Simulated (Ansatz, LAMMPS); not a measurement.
# Structural relaxation of glassy 62SiO2-19Al2O3-19CaO (mol %) (118 atoms), part 2 of 3

Aim: bring glassy 62SiO2-19Al2O3-19CaO (mol %) (118 atoms) to a nearby minimum of the energy and see what moves.

Ansatz 0.2.0; Kohn-Sham DFT, PBEsol, PAW (set soft_2), plane waves.

The cell: 23 Si, 14 Al, 7 Ca and 74 O. The quench rate of 50 K/ps far exceeds what a furnace or splat quench reaches. The network of bonds at the start is that of the classical potential that made the cell. Sampling is at Γ alone, for a cell whose shortest periodic width is 11 Å.

So far. Step 3 (Single point at the start): Neighbours are counted within 2.08 Å (O-Si), 2.19 Å (O-Al), 2.88 Å (O-Ca).

### Step 4. Cell and atoms relaxed

The cell is relaxed with the atoms, since the starting lattice needn't suit this functional.

Input file input.yaml:

```yaml
crystal:
  lattice:
    - [11.47697, 0.0, 0.0]
    - [0.0, 11.47697, 0.0]
    - [0.0, 0.0, 11.47697]
  atoms:
    [... the 118 atom lines of step 3 ...]
kpoints:
  mp_grid: { grid: [1, 1, 1] }
hamiltonian:
  xc: pbesol
scf:
  occupations: { method: fixed }
output:
  forces: true
relax:
  f_tol: 0.05
  max_steps: 200
  cell: {}
```

On the command line:

```bash
ansatz run input.yaml --threads 4 --pin off --max-ram 8192MiB --backend cpu --events-out ev --progress --plain --runs-dir out
```

Numbers of over 12 decimals in the logs are rounded to 6 here.

Output:

```text
[...]
Crystal: 118 atoms, lattice volume = 1511.756 Å³
Basis set: ecut = 420 eV, 29423 PW (Γ), exchange–correlation on 160×160×160 points (8 copies of the dense FFT grid, shifted against one another)
Bands: 442, of which v1, the nominal top of the filled ones, is band 324 counted from 1 (323 counted from 0)
Symmetry: 1 space group operations
[...]
k-points: 1
[...]
SCF iter   1: F=—  HF=-75842.152012 eV  |F-HF|=—  |Δ(HF+E_count)|=         —  Δρ=1.20e-2  dr2=1.73e0  ethr=1.77e-3  ⟨swp⟩=8.0  Hψ=2010  notcnv=0  defer=113
[...]
SCF iter   3: F=—  HF=-75841.667827 eV  |F-HF|=—  |Δ(HF+E_count)|=   3.59e-4  Δρ=8.88e-4  dr2=1.07e-2  ethr=5.44e-6  ⟨swp⟩=4.0  Hψ=571  notcnv=0  defer=98
automatic band count: iteration 3 solves 424 bands in place of 442: the levels show a gap, and the empty bands left out lie too high to hold charge; the band table lists the bands solved (type scf.n_extra_bands for more)
SCF iter   4: F=—  HF=-75841.670667 eV  |F-HF|=—  |Δ(HF+E_count)|=   2.84e-3  Δρ=5.70e-4  dr2=4.15e-3  ethr=1.64e-6  ⟨swp⟩=2.0  Hψ=568  notcnv=0  defer=98
[...]
SCF iter  10: F=-75841.670878 eV  HF=-75841.670878 eV  |F-HF|=3.41e-8  |Δ(HF+E_count)|=   8.86e-8  Δρ=9.55e-7  dr2=1.99e-8  ethr=1.54e-11  ⟨swp⟩=4.0  Hψ=1215  notcnv=0
SCF 1 converged in 10 iterations: F = -75841.670878 eV  dr2 = 1.99e-8
[...]
relax step   1: F+E_penalty+E_count = -75841.67087788 eV  Δ(F+E_penalty+E_count) = +0.000e0 eV  max|allowed force component| = 2.509e0 eV/Å  Δτ_max = 0.0000 Å  P = +4.917 GPa  Ω = 1511.756 Å³  (10 SCF iters, dr2 threshold 1.00e-7 eV, accepted)
[... from here on, the SCF cycles and remarks between the steps are left out ...]
relax step   2: F+E_penalty+E_count = -75844.51364398 eV  Δ(F+E_penalty+E_count) = -2.843e0 eV  max|allowed force component| = 1.624e0 eV/Å  Δτ_max = 0.1948 Å  P = +2.983 GPa  Ω = 1518.062 Å³  energy of the carried Pulay correction = -2.479e-2 eV  (7 SCF iters, dr2 threshold 1.18e-5 eV, accepted)
relax step   3: F+E_penalty+E_count = -75846.08224427 eV  Δ(F+E_penalty+E_count) = -1.569e0 eV  max|allowed force component| = 6.588e-1 eV/Å  Δτ_max = 0.1365 Å  P = -0.402 GPa  Ω = 1536.935 Å³  energy of the carried Pulay correction = -9.838e-2 eV  (8 SCF iters, dr2 threshold 1.18e-5 eV, accepted)
relax step   4: F+E_penalty+E_count = -75846.73350379 eV  Δ(F+E_penalty+E_count) = -6.513e-1 eV  max|allowed force component| = 4.881e-1 eV/Å  Δτ_max = 0.2000 Å  P = +0.287 GPa  Ω = 1521.806 Å³  energy of the carried Pulay correction = -3.946e-2 eV  (7 SCF iters, dr2 threshold 1.18e-5 eV, accepted)
relax step   5: F+E_penalty+E_count = -75846.86226436 eV  Δ(F+E_penalty+E_count) = -1.288e-1 eV  max|allowed force component| = 2.818e-1 eV/Å  Δτ_max = 0.1083 Å  P = -0.171 GPa  Ω = 1526.038 Å³  energy of the carried Pulay correction = -5.600e-2 eV  (7 SCF iters, dr2 threshold 1.18e-5 eV, accepted)
relax step   6: F+E_penalty+E_count = -75846.89106751 eV  Δ(F+E_penalty+E_count) = -2.880e-2 eV  max|allowed force component| = 3.208e-1 eV/Å  Δτ_max = 0.2000 Å  P = +0.012 GPa  Ω = 1529.345 Å³  energy of the carried Pulay correction = -6.890e-2 eV  (8 SCF iters, dr2 threshold 4.96e-6 eV, accepted)
relax step   7: F+E_penalty+E_count = -75846.99319001 eV  Δ(F+E_penalty+E_count) = -1.021e-1 eV  max|allowed force component| = 1.035e-1 eV/Å  Δτ_max = 0.2000 Å  P = -0.040 GPa  Ω = 1526.953 Å³  energy of the carried Pulay correction = -5.958e-2 eV  (7 SCF iters, dr2 threshold 6.43e-6 eV, accepted)
relax step   8: F+E_penalty+E_count = -75846.99406145 eV  Δ(F+E_penalty+E_count) = -8.714e-4 eV  max|allowed force component| = 3.900e-1 eV/Å  Δτ_max = 0.2000 Å  P = +0.127 GPa  Ω = 1523.019 Å³  energy of the carried Pulay correction = -4.421e-2 eV  (9 SCF iters, dr2 threshold 6.69e-7 eV, rejected (line search))
relax step   9: F+E_penalty+E_count = -75847.02030137 eV  Δ(F+E_penalty+E_count) = -2.711e-2 eV  max|allowed force component| = 1.006e-1 eV/Å  Δτ_max = 0.0927 Å  P = -0.017 GPa  Ω = 1526.022 Å³  energy of the carried Pulay correction = -5.594e-2 eV  (12 SCF iters, accepted)
relax step  10: F+E_penalty+E_count = -75847.03077228 eV  Δ(F+E_penalty+E_count) = -1.047e-2 eV  max|allowed force component| = 6.660e-2 eV/Å  Δτ_max = 0.0427 Å  P = +0.025 GPa  Ω = 1524.514 Å³  energy of the carried Pulay correction = -5.005e-2 eV  (7 SCF iters, dr2 threshold 6.32e-7 eV, accepted)
relax step  11: F+E_penalty+E_count = -75847.01394116 eV  Δ(F+E_penalty+E_count) = +1.683e-2 eV  max|allowed force component| = 1.578e-1 eV/Å  Δτ_max = 0.0812 Å  P = +0.021 GPa  Ω = 1524.161 Å³  energy of the carried Pulay correction = -4.867e-2 eV  (8 SCF iters, dr2 threshold 2.77e-7 eV, rejected (line search))
relax step  12: F+E_penalty+E_count = -75847.03595250 eV  Δ(F+E_penalty+E_count) = -5.180e-3 eV  max|allowed force component| = 4.664e-2 eV/Å  Δτ_max = 0.0253 Å  P = +0.026 GPa  Ω = 1524.186 Å³  energy of the carried Pulay correction = -4.877e-2 eV  (12 SCF iters, accepted)
relax step  13: F+E_penalty+E_count = -75847.20681368 eV  Δ(F+E_penalty+E_count) = -1.709e-1 eV  max|allowed force component| = 4.623e-2 eV/Å  Δτ_max = 0.0000 Å  P = +0.171 GPa  Ω = 1524.186 Å³  stress off target by 4.49e-1 GPa  SCF on the basis re-selected at this cell (its energy is not comparable with the rows above)  (7 SCF iters)
relax step  14: F+E_penalty+E_count = -75847.20141702 eV  Δ(F+E_penalty+E_count) = +5.397e-3 eV  max|allowed force component| = 9.959e-2 eV/Å  Δτ_max = 0.0499 Å  P = -0.048 GPa  Ω = 1528.670 Å³  energy of the carried Pulay correction = -1.690e-2 eV  (8 SCF iters, dr2 threshold 5.03e-7 eV, accepted)
relax step  15: F+E_penalty+E_count = -75847.20121207 eV  Δ(F+E_penalty+E_count) = +2.050e-4 eV  max|allowed force component| = 1.079e-1 eV/Å  Δτ_max = 0.1125 Å  P = -0.017 GPa  Ω = 1527.319 Å³  energy of the carried Pulay correction = -1.180e-2 eV  (7 SCF iters, dr2 threshold 6.20e-7 eV, rejected (line search))
relax step  16: F+E_penalty+E_count = -75847.21099014 eV  Δ(F+E_penalty+E_count) = -9.573e-3 eV  max|allowed force component| = 6.381e-2 eV/Å  Δτ_max = 0.0205 Å  P = -0.002 GPa  Ω = 1527.296 Å³  energy of the carried Pulay correction = -1.171e-2 eV  (11 SCF iters, accepted)
relax step  17: F+E_penalty+E_count = -75847.20562553 eV  Δ(F+E_penalty+E_count) = +5.365e-3 eV  max|allowed force component| = 1.194e-1 eV/Å  Δτ_max = 0.0563 Å  P = +0.003 GPa  Ω = 1527.361 Å³  energy of the carried Pulay correction = -1.202e-2 eV  (8 SCF iters, dr2 threshold 2.54e-7 eV, rejected (line search))
relax step  18: F+E_penalty+E_count = -75847.21188964 eV  Δ(F+E_penalty+E_count) = -8.995e-4 eV  max|allowed force component| = 3.001e-2 eV/Å  Δτ_max = 0.0109 Å  P = +0.005 GPa  Ω = 1527.175 Å³  energy of the carried Pulay correction = -1.126e-2 eV  (11 SCF iters, accepted)
relax step  19: F+E_penalty+E_count = -75847.22584889 eV  Δ(F+E_penalty+E_count) = -1.396e-2 eV  max|allowed force component| = 3.005e-2 eV/Å  Δτ_max = 0.0000 Å  P = +0.010 GPa  Ω = 1527.175 Å³  stress off target by 4.69e-2 GPa  SCF on the basis re-selected at this cell (its energy is not comparable with the rows above)  (5 SCF iters)
[...]
SCF converged after 5 iterations
Free energy (F): -75847.225849 eV
[...]
Internal energy: -75847.225849 eV  (E = F + TS)
E sigma→0 (E₀):  -75847.225849 eV
Fermi energy:    3.795075 eV
[...]
--- Forces (eV/Å), atoms counted from 1 ---
  atom   1  Si    -0.00582708     0.02626150     0.01448765
  atom   2  Si    -0.00614142    -0.01035701     0.00802532
  atom   3  Si    -0.00625421     0.00357246     0.00580556
  atom   4  Si     0.00296332     0.01064217     0.00009052
  atom   5  Si    -0.00107008     0.00041233    -0.00029730
  atom   6  Si     0.00727989    -0.00477438    -0.00375263
  atom   7  Si     0.00104735     0.00085355     0.01593100
  atom   8  Si     0.00368602    -0.00206397    -0.00694355
  atom   9  Si     0.01328257    -0.00124953    -0.01892013
  atom  10  Si    -0.01625530    -0.00408306    -0.00497522
  atom  11  Si    -0.00995967     0.01174403    -0.00395972
  atom  12  Si     0.00495584     0.01265653    -0.01499981
  atom  13  Si     0.00892805    -0.00342015     0.00093405
  atom  14  Si     0.00504429    -0.00363762     0.00654454
[...]
atom 117  O      0.00968789    -0.00472989    -0.00163419
  atom 118  O     -0.00215051     0.00375752     0.00060858
  max |Σ_I F_I| component: 3.97e-5 eV/Å
--- Stress (GPa, compression-positive) ---
        0.041798       0.005800      -0.013284
        0.005800      -0.024872       0.014859
       -0.013279       0.014861       0.012615
  P = ⅓ Tr σ = 0.0098 GPa (0.098 kbar)
--- Relaxed structure (17 steps of the walk, 13 accepted, 2 SCFs on fresh bases) ---
  F+E_penalty+E_count = -75847.22584889 eV   max|allowed force component| = 3.005e-2 eV/Å   (the final SCF, on the basis selected at the relaxed cell)
  cell:  # Å, volume = 1527.1753 Å³
    - [11.837697, 0.122854, -0.099935]
    - [0.122854, 11.126319, 0.073784]
    - [-0.099935, 0.073784, 11.597659]
  atoms:
    - { symbol: Si, position: [0.00494705, 0.486586, 0.600013] }
    - { symbol: Si, position: [0.598260, 0.967711, 0.299139] }
    - { symbol: Si, position: [0.377812, 0.533117, 0.411225] }
    - { symbol: Si, position: [0.299380, 0.301219, 0.523369] }
[...]
- { symbol: O, position: [0.488702, 0.051437, 0.350342] }
```

Elapsed: 9.5 min, on 4 threads of Arm Neoverse N1, shared host; peak memory 1.9 GiB.

The steps of the relaxation:

```tsv
step	energy less that of the first step (eV)	largest force component (eV/Å)	pressure (GPa)	volume (Å³)
1	0.0000	2.5094	4.92	1511.76
2	-2.8428	1.6237	2.98	1518.06
3	-4.4114	0.6588	-0.40	1536.94
4	-5.0626	0.4881	0.29	1521.81
5	-5.1914	0.2818	-0.17	1526.04
6	-5.2202	0.3208	0.01	1529.34
7	-5.3223	0.1035	-0.04	1526.95
8	-5.3232	0.3900	0.13	1523.02
9	-5.3494	0.1006	-0.02	1526.02
10	-5.3599	0.0666	0.03	1524.51
11	-5.3431	0.1578	0.02	1524.16
12	-5.3651	0.0466	0.03	1524.19
13*	-5.5359	0.0462	0.17	1524.19
14	-5.5305	0.0996	-0.05	1528.67
15	-5.5303	0.1079	-0.02	1527.32
16	-5.5401	0.0638	0.00	1527.30
17	-5.5347	0.1194	0.00	1527.36
18	-5.5410	0.0300	0.01	1527.18
19*	-5.5550	0.0300	0.01	1527.18
```

Relaxation steps marked * repeat the geometry before them on a plane-wave basis chosen anew for their cell, so energy and pressure can jump there. Relaxation steps 8, 11, 15, 17 were tried and not accepted.

```tsv
cell as run	before	after	change
a (Å)	11.477	11.839	+3.2 %
b (Å)	11.477	11.127	-3.0 %
c (Å)	11.477	11.598	+1.1 %
α (°)	90.00	89.26	-0.8 %
β (°)	90.00	90.97	+1.1 %
γ (°)	90.00	88.78	-1.4 %
volume (Å³/atom)	12.81	12.94	+1.0 %
```

The atoms that moved most (Å, as changes of fractional coordinates times the final cell):

```tsv
atom	dx	dy	dz	length
Ca39	-0.197	0.354	-0.119	0.423
O64	0.284	0.162	0.251	0.413
O93	0.194	0.360	-0.026	0.410
O81	-0.289	0.073	-0.203	0.361
O84	0.301	-0.065	-0.187	0.360
O60	-0.128	0.313	-0.013	0.338
O89	0.160	0.088	-0.268	0.324
O57	0.253	0.161	-0.119	0.322
```

The relaxation changed the energy by -47.1 meV/atom, and atoms moved by 0.20 Å r.m.s., 0.42 Å at most.

### Step 5. Structure statistics after relaxation

Bonds before and after, by the cutoffs listed below:

```tsv
pair	bonds before	bonds after	mean before (Å)	mean after (Å)	spread before (Å)	spread after (Å)
O-Si	92	92	1.608	1.633	0.031	0.029
O-Al	58	59	1.779	1.794	0.125	0.090
O-Ca	41	43	2.524	2.481	0.223	0.224
```

Density 2.71 g/cm³, 12.94 Å³ an atom.

g(r), total and by pair (bins of 0.2 Å):

```tsv
r (Å)	total	O-O	O-Si	O-Al	O-Ca	Si-Si	Si-Al
1.50	0.39	0.00	1.58	0.00	0.00	0.00	0.00
1.70	3.72	0.00	10.76	7.33	0.00	0.00	0.00
1.90	0.46	0.00	0.00	3.11	0.00	0.00	0.00
2.10	0.10	0.00	0.00	0.29	0.74	0.00	0.00
2.30	0.32	0.08	0.00	0.12	3.71	0.00	0.00
2.50	0.65	1.19	0.00	0.00	2.46	0.00	0.00
2.70	1.75	4.16	0.00	0.24	0.65	0.00	0.49
2.90	1.03	1.75	0.21	0.21	0.71	1.87	2.21
3.10	1.00	0.83	0.36	0.55	0.60	3.11	3.71
3.30	0.78	0.67	0.72	0.44	0.52	1.08	1.77
3.50	0.96	0.66	1.35	1.45	0.86	0.00	0.16
3.70	0.82	0.50	1.07	1.25	0.52	0.17	0.14
3.90	0.97	0.69	1.50	1.16	1.00	0.74	0.38
4.10	1.19	0.75	2.06	1.48	1.11	0.96	0.77
4.30	1.22	0.68	1.71	2.04	1.01	1.35	1.24
4.50	1.00	0.99	0.85	1.31	1.09	1.03	0.83
4.70	1.09	1.33	0.73	0.70	1.91	1.77	1.11
4.90	0.96	1.17	0.68	0.57	1.36	1.33	1.57
5.10	1.04	1.60	0.58	0.49	0.91	1.16	1.32
5.30	1.07	1.29	0.89	0.90	0.62	0.73	1.61
5.50	0.93	0.95	0.97	0.85	0.89	0.91	0.93
```

Bonds by pair of elements; cutoffs follow the first minimum of g(r), held within bounds set by covalent radii, and pairs that aren't listed don't count as bonded:

```tsv
pair A-B	cutoff (Å)	bonds	mean length (Å)	spread (Å)	shortest (Å)	B about A	A about B
O-Si	2.08	92	1.63	0.029	1.58	1.24	4
O-Al	2.43	59	1.79	0.09	1.66	0.797	4.21
O-Ca	3.08	43	2.48	0.224	2.16	0.581	6.14
```

How many atoms have how many bonded neighbours:

```tsv
element	mean	2	3	4	5	7	8
Al	4.21	0	0	11	3	0	0
Ca	6.14	0	0	1	2	3	1
O	2.62	31	40	3	0	0	0
Si	4	0	0	23	0	0	0
```

Bond angles, per cent of each kind in bins of 5°:

```tsv
angle (°)	O-Si-O	O-Ca-O	O-Al-O	Ca-O-Si	Al-O-Si
50–55	0.0	0.9	0.0	0.0	0.0
55–60	0.0	5.1	0.0	0.0	0.0
60–65	0.0	7.7	0.0	0.0	0.0
65–70	0.0	6.0	0.0	0.0	0.0
70–75	0.0	3.4	1.0	0.0	0.0
75–80	0.0	6.0	1.0	0.0	0.0
80–85	0.0	9.4	4.2	4.4	0.0
85–90	0.7	6.0	4.2	2.2	0.0
90–95	0.7	5.1	8.3	11.1	2.3
95–100	1.5	5.1	8.3	13.3	0.0
100–105	17.4	4.3	16.7	6.7	2.3
105–110	33.3	4.3	15.6	0.0	2.3
110–115	35.5	5.1	16.7	13.3	9.3
115–120	8.0	4.3	7.3	8.9	7.0
120–125	2.2	4.3	4.2	11.1	11.6
125–130	0.7	4.3	5.2	11.1	16.3
130–135	0.0	2.6	3.1	8.9	18.6
135–140	0.0	4.3	0.0	2.2	4.7
140–145	0.0	2.6	0.0	2.2	4.7
145–150	0.0	0.9	0.0	0.0	4.7
150–155	0.0	0.9	0.0	4.4	7.0
155–160	0.0	2.6	1.0	0.0	4.7
160–165	0.0	2.6	0.0	0.0	2.3
165–170	0.0	0.9	2.1	0.0	0.0
170–175	0.0	0.9	1.0	0.0	2.3
175–180	0.0	0.9	0.0	0.0	0.0
```

Bond angles (no mean is given where the spread exceeds 20°):

```tsv
angle	count	mean (°)	spread (°)
O-Si-O	138	109	5.3
O-Ca-O	117	-	-
O-Al-O	96	109	17.1
Ca-O-Si	45	114	17.7
Al-O-Si	43	131	16.6
```

Oxygen atoms by the number of network formers (Si, P, Ge, B, Al, As, Ga) bound to them:

```tsv
network formers bound to O	O atoms	per cent
0	0	0
1	6	8.1
2	59	79.7
3	9	12.2
```

Network units: each former by its oxygen neighbours and how many of them bridge to another former:

```tsv
former	O neighbours	bridging O	atoms
Si	4	3	6
Si	4	4	17
Al	4	4	11
Al	5	5	3
```

Bond length by coordination (bonds to H left out):

```tsv
element	coordination	atoms	mean bond length (Å)
Al	4	11	1.77
Al	5	3	1.87
Ca	4	1	2.32
Ca	5	2	2.46
Ca	7	3	2.49
Ca	8	1	2.57
O	2	31	1.65
O	3	40	1.95
O	4	3	2.21
```

Rings of the network by King's shortest-path rule, up to 12 atoms, one path for each pair of neighbours; H, halogens, alkali and alkaline-earth atoms are left out, and the last column divides by all other atoms, bonded or not:

```tsv
ring size (atoms)	rings	per network atom
4	2	0.018
6	6	0.054
8	11	0.099
10	26	0.234
12	37	0.333
```

First main peaks of g(r), for some of the pairs, lie near 2.7 Å (O-O), 1.6 Å (O-Si), 1.8 Å (O-Al), 2.4 Å (O-Ca), 3.1 Å (Si-Si) and 3.1 Å (Si-Al). Counting bonds as in the table, 79 % of Al atoms have 4, 43 % of Ca atoms have 7, 54 % of O atoms have 3 and all Si atoms have 4 bonded neighbours. The O-Si-O angle averages 109° with a spread of 5°. 80 % of the oxygens bridge two formers (Si and Al) and 8 % are non-bridging; 12 % join three. The commonest Si unit has 4 oxygens, 4 of them shared with other formers (17 of 23 atoms). Rings of 12 atoms are the most common (45 % of those counted); sizes run from 4 to 12, where the search stops.

[end of part 2 of 3]

[Logs are printed without paths, hosts, clocks, repeated set-up lines and the standing remarks that a program may print on its own settings, such as how far it seeks lower states.]

[Hosts, paths, dates, database ids (printed as entryN), source tags and the programs' standing remarks are cut or masked in the printed files.]
